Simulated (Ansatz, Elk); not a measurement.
**How far do independent atoms describe CaCo2Sb2?**

Structure refinements treat a crystal as free atoms side by side. For a made-up structure of CaCo2Sb2 (cell and positions from a PBE relaxation) the runs below show what the calculated density changes in F(hkl).

Calculated with Elk 11.2.3 (patched build); DFT, PBE, all-electron APW+lo, Dirac cores, scalar-relativistic bands, static density, ferromagnetic start.

This account leaves out most program logs.

The structure was built from a prototype and need not be the compound's stable phase.

## (1) The structure

The structure is tetragonal, space group I4/mmm (No. 139). The conventional cell has a = 4.310 Å, b = 4.310 Å, c = 10.967 Å, α = 90.00°, β = 90.00°, γ = 90.00°. Nearest to Sb lie 4 Co at 2.49 Å and 1 Sb at 2.98 Å and 4 Ca at 3.39 Å. Nearest to Co lie 4 Sb at 2.49 Å and 4 Co at 3.05 Å and 4 Ca at 3.49 Å. Nearest to Ca lie 8 Sb at 3.39 Å and 8 Co at 3.49 Å. Farther neighbours are not listed.

## (2) Ground state and structure factors

An all-electron density is needed, since X-rays see the cores too. Task 0 finds the density and task 195 Fourier-transforms it; tshift is off so that phases refer to the origin typed.

elk.in reads:

```
tasks
  0
  195
  196

xctype
  20

spinpol
  .true.

rgkmax
  7.0

gmaxvr
  14.0

lmaxo
  7

lmaxapw
  8

swidth
  0.002

tshift
  .false.

ramdisk
  .false.

hmaxvr
  5.5

maxscl
  120

epspot
  1e-06

reducebf
  0.8

sppath
  './'

avec
  -4.07188997999 4.07188997999 10.36240473695
  4.07188997999 -4.07188997999 10.36240473695
  4.07188997999 4.07188997999 -10.36240473695

atoms
  3
  'Sb.in'
  2
  0.6359416898 0.6359416898 -0.0000000000   0.000000 0.000000 0.000000
  0.3640583102 0.3640583102 -0.0000000000   0.000000 0.000000 0.000000
  'Co.in'
  2
  0.2500000000 0.7500000000 0.5000000000   0.000000 0.000000 -0.035000
  0.7500000000 0.2500000000 0.5000000000   0.000000 0.000000 -0.035000
  'Ca.in'
  1
  -0.0000000000 -0.0000000000 0.0000000000   0.000000 0.000000 0.000000

ngridk
  6 6 6
```

The run is started by

```console
OMP_NUM_THREADS=4 elk
```

Wall time 5.1 min (4 threads of Arm Neoverse V2, shared host); peak memory 0.53 GiB.

SFACRHO.OUT:

```text

h k l indices transformed by vhmat matrix:
   1.000000000       0.000000000       0.000000000    
   0.000000000       1.000000000       0.000000000    
   0.000000000       0.000000000       1.000000000    

      h      k      l  multipl.   |H|            Re(F)            Im(F)           |F|

      0      0      0      1   0.0000000       176.00000      0.57944602E-16   176.00000    
      1      1     -1      2  0.60634433      -46.052918     -0.57789458E-14   46.052918    
      0      1      0      8  0.82896001      -43.482036      0.16127974E-16   43.482036    
     -1      1      0      4   1.0911108       56.508088      0.10485588E-15   56.508088    
     -1     -2      1      8   1.1926783       85.549942     -0.10907282E-16   85.549942    
     -2     -2      2      2   1.2126887      -22.625347     -0.10658588E-13   22.625347    
      0      2     -1      8   1.2482692       46.510831      0.42683908E-14   46.510831    
      1     -1      1      4   1.5430636       131.35729     -0.51779305E-14   131.35729    
      2      2     -1      8   1.6312990      -99.464321     -0.49041951E-14   99.464321    
     -2      0      0      8   1.6579200      -35.997149      0.99665101E-16   35.997149    
      3      2     -3      8   1.7009102       45.039555      0.10868604E-16   45.039555    
      1      0     -2     16   1.7516335      -36.354814      0.29278155E-16   36.354814    
     -3     -3      3      2   1.8190330       5.0594066     -0.52234719E-13   5.0594066    
      0     -3      2     16   1.9502633       71.686279     -0.18355565E-16   71.686279    
     -3     -1      3      8   1.9625644      -21.259831      0.27625039E-14   21.259831    
     -4     -2      3      8   2.1211798       72.997550     -0.12671196E-13   72.997550    
      0      0     -2      4   2.1822215       112.62624      0.79912675E-14   112.62624    
      3      4     -4      8   2.2581001      -53.143166      0.66938716E-17   53.143166
```

Elk indexes on the primitive cell of elk.in and gives |H| = 4π sin θ/λ in inverse bohr. Below, one row stands for each form hkl of the conventional cell (m members, Friedel mates merged), F is for one primitive cell and the density is static (no thermal factor). Free-atom factors are Waasmaier and Kirfel's, and R is Σm||F|−|F'||/Σm|F|.

| hkl | m | sin θ/λ (Å⁻¹) | abs F, DFT | neutral atoms | diff. |
| --- | --- | --- | --- | --- | --- |
| 002 | 2 | 0.091 | 46.053 | 45.581 | +0.471 |
| 101 | 8 | 0.125 | 43.482 | 43.517 | -0.035 |
| 110 | 4 | 0.164 | 56.508 | 56.880 | -0.372 |
| 103 | 8 | 0.179 | 85.550 | 85.529 | +0.021 |
| 004 | 2 | 0.182 | 22.625 | 22.658 | -0.033 |
| 112 | 8 | 0.188 | 46.511 | 46.271 | +0.240 |
| 200 | 4 | 0.232 | 131.357 | 131.594 | -0.237 |
| 114 | 8 | 0.245 | 99.464 | 99.803 | -0.339 |
| 202 | 8 | 0.249 | 35.997 | 36.263 | -0.266 |
| 105 | 8 | 0.256 | 45.040 | 45.109 | -0.070 |
| 211 | 16 | 0.263 | 36.355 | 36.479 | -0.124 |
| 006 | 2 | 0.274 | 5.059 | 4.728 | +0.332 |
| 213 | 16 | 0.293 | 71.686 | 71.803 | -0.116 |
| 204 | 8 | 0.295 | 21.260 | 21.178 | +0.081 |
| 116 | 8 | 0.319 | 72.998 | 73.140 | -0.142 |
| 220 | 4 | 0.328 | 112.626 | 112.813 | -0.187 |
| 107 | 8 | 0.340 | 53.143 | 53.145 | -0.002 |
| 222 | 8 | 0.341 | 31.057 | 31.238 | -0.181 |
| 215 | 16 | 0.345 | 39.180 | 39.103 | +0.077 |
| 301 | 8 | 0.351 | 32.785 | 32.747 | +0.039 |
| 206 | 8 | 0.359 | 4.928 | 4.808 | +0.120 |
| 008 | 2 | 0.365 | 96.642 | 96.821 | -0.180 |

## (3) The magnetisation density

The same run holds the spin density, and task 196 transforms it. The order is that of the start, and no other was tried.

SFACMAG_1.OUT:

```text

h k l indices transformed by vhmat matrix:
   1.000000000       0.000000000       0.000000000    
   0.000000000       1.000000000       0.000000000    
   0.000000000       0.000000000       1.000000000    

      h      k      l  multipl.   |H|            Re(F)            Im(F)           |F|

      0      0      0      1   0.0000000       1.3748729      0.11588481E-17   1.3748729    
      1      1     -1      2  0.60634433      -1.2698077     -0.15032942E-15   1.2698077    
      0      1      0      8  0.82896001     -0.15231543E-01 -0.15472091E-19  0.15231543E-01
     -1      1      0      4   1.0911108      -1.1606672      0.27838883E-17   1.1606672    
     -1     -2      1      8   1.1926783     -0.52675118E-02 -0.55761530E-20  0.52675118E-02
     -2     -2      2      2   1.2126887       1.1869503     -0.26339288E-15   1.1869503    
      0      2     -1      8   1.2482692       1.1051873      0.10340077E-15   1.1051873    
      1     -1      1      4   1.5430636      0.90121353     -0.10628869E-15  0.90121353    
      2      2     -1      8   1.6312990     -0.94242405     -0.10755820E-15  0.94242405    
     -2      0      0      8   1.6579200     -0.86755573      0.10235679E-16  0.86755573    
      3      2     -3      8   1.7009102      0.82926396E-02 -0.97180242E-18  0.82926396E-02
      1      0     -2     16   1.7516335      0.32023101E-02 -0.76623160E-18  0.32023101E-02
     -3     -3      3      2   1.8190330     -0.92050146     -0.12594820E-14  0.92050146    
      0     -3      2     16   1.9502633      0.65568937E-02 -0.82376024E-18  0.65568937E-02
     -3     -1      3      8   1.9625644      0.73157303      0.56544712E-16  0.73157303    
     -4     -2      3      8   2.1211798      0.74017938     -0.26661538E-15  0.74017938
```

The total moment is 1.37 μB a cell; sphere moments: Sb1 -0.01, Sb2 -0.01, Co3 +0.71, Co4 +0.71, Ca5 0.00 μB. Polarised neutrons measure spin and orbital magnetisation together; without spin-orbit coupling the run gives the spin part:

| hkl | sin θ/λ (Å⁻¹) | abs F_M (μB) |
| --- | --- | --- |
| 002 | 0.091 | 1.270 |
| 101 | 0.125 | 0.015 |
| 110 | 0.164 | 1.161 |
| 103 | 0.179 | 0.005 |
| 004 | 0.182 | 1.187 |
| 112 | 0.188 | 1.105 |
| 200 | 0.232 | 0.901 |
| 114 | 0.245 | 0.942 |
| 202 | 0.249 | 0.868 |
| 105 | 0.256 | 0.008 |
| 211 | 0.263 | 0.003 |
| 006 | 0.274 | 0.920 |
| 213 | 0.293 | 0.007 |
| 204 | 0.295 | 0.732 |

## (4) The highest occupied states alone

An energy window below the Fermi level keeps the highest occupied states, to see at which angles they scatter; shallow core shells can lie inside it and anion s states outside. No new self-consistency is needed.

elk.in, as its differences from that of step 2:

```diff
@@ -1,5 +1,3 @@
 tasks
-  0
   195
-  196
 
@@ -44,2 +42,5 @@
 
+wsfac
+  -0.276810 0.574420
+
 sppath
```

The run is started by

```console
OMP_NUM_THREADS=4 elk
```

Run time: 13 s. Hardware: 4 threads; peak memory 0.28 GiB.

States within 15 eV below the Fermi level hold 30.00 electrons; any levels below the window count with the cores. Their amplitudes can exceed the total, where window and core parts have opposite phase:

| hkl | sin θ/λ (Å⁻¹) | abs F, window | abs F, all |
| --- | --- | --- | --- |
| 002 | 0.091 | 15.661 | 46.053 |
| 101 | 0.125 | 2.422 | 43.482 |
| 110 | 0.164 | 9.653 | 56.508 |
| 103 | 0.179 | 1.138 | 85.550 |
| 004 | 0.182 | 9.187 | 22.625 |
| 112 | 0.188 | 10.271 | 46.511 |
| 200 | 0.232 | 8.470 | 131.357 |
| 114 | 0.245 | 7.762 | 99.464 |
| 202 | 0.249 | 7.719 | 35.997 |
| 105 | 0.256 | 0.102 | 45.040 |

## (5) Another functional

The difference from free atoms is small, so it is set against the change that LDA (Perdew-Wang) makes.

elk.in, as its differences from that of step 4:

```diff
@@ -1,6 +1,8 @@
 tasks
+  0
   195
+  196
 
 xctype
-  20
+  3
 
@@ -42,5 +44,2 @@
 
-wsfac
-  -0.276810 0.574420
-
 sppath
```

The run is started by

```console
OMP_NUM_THREADS=4 elk
```

It took 2.5 min on 4 threads; peak memory 0.41 GiB; 8.8 min of CPU time.

Against the first run R = 0.04 %; the largest change is -0.068 at 220. The moment goes from 1.37 to 1.29 μB.

## (6) A coarser k-mesh

About half the k-points along each axis test the sampling.

elk.in, as its differences from that of step 5:

```diff
@@ -6,3 +6,3 @@
 xctype
-  3
+  20
 
@@ -67,2 +67,2 @@
 ngridk
-  6 6 6
+  3 3 3
```

The run is started by

```console
OMP_NUM_THREADS=4 elk
```

The job ended after 89 s (4 threads; peak memory 0.53 GiB).

Against the first run R = 0.01 %; the largest change is +0.025 at 110. The moment goes from 1.37 to 1.92 μB.

## (7) Settings against the effect

| run | R against the first run (%) | R against neutral atoms, low angle (%) | wall time |
| --- | --- | --- | --- |
| PBE, rgkmax 7 | 0.00 | 0.29 | 5.1 min |
| LDA (Perdew-Wang) | 0.04 | 0.30 | 2.5 min |
| k-mesh 3×3×3 | 0.01 | 0.29 | 89 s |

## (8) Summary of results

| Item | Value |
| --- | --- |
| R against neutral atoms, sin θ/λ < 0.3 Å⁻¹ | 0.29 % |
| R against neutral atoms, 0.3 to 0.78 Å⁻¹ | 0.15 % |

In words: Independent neutral atoms miss the calculated amplitudes by R = 0.29 % below 0.3 Å⁻¹ and 0.15 % from there to 0.78 Å⁻¹; by shells, 0.28 % below 0.15 Å⁻¹ (2 forms), 0.29 % 0.15 to 0.3 (12 forms), 0.14 % 0.3 to 0.45 (21 forms), 0.16 % above 0.45 (114 forms). Bonding, aspherical density and the tables' own atoms all enter these figures, and the runs don't part them. The largest change of an amplitude is +0.47 electrons, at 002. The magnetic order is that of the start. No other order was tried here, and an antiferromagnetic one would change or move the magnetic intensity. The window's part falls from 30.0 electrons at the origin to at most 3.22 between 0.45 and 0.78 Å⁻¹, where compact states inside the window still scatter. Below 0.3 Å⁻¹ the changes that finished (LDA (Perdew-Wang) and k-mesh 3×3×3) move F by R = 0.02 % at most, against the 0.29 % that separates it from free atoms. The magnetic factors move by R = 9.5 % (LDA (Perdew-Wang)) and 29.6 % (k-mesh 3×3×3), so they aren't settled to better than that. The basis has no finished test. Part of the difference isn't bonding: the tables are fits to free atoms and ions calculated by other methods than this functional. Thermal motion, anomalous dispersion and extinction are left out.

[Logs are printed without paths, hosts, clocks, repeated set-up lines and the standing remarks that a program may print on its own settings, such as how far it seeks lower states.]

[Hosts, paths, dates, database ids (printed as entryN), source tags and the programs' standing remarks are cut or masked in the printed files.]
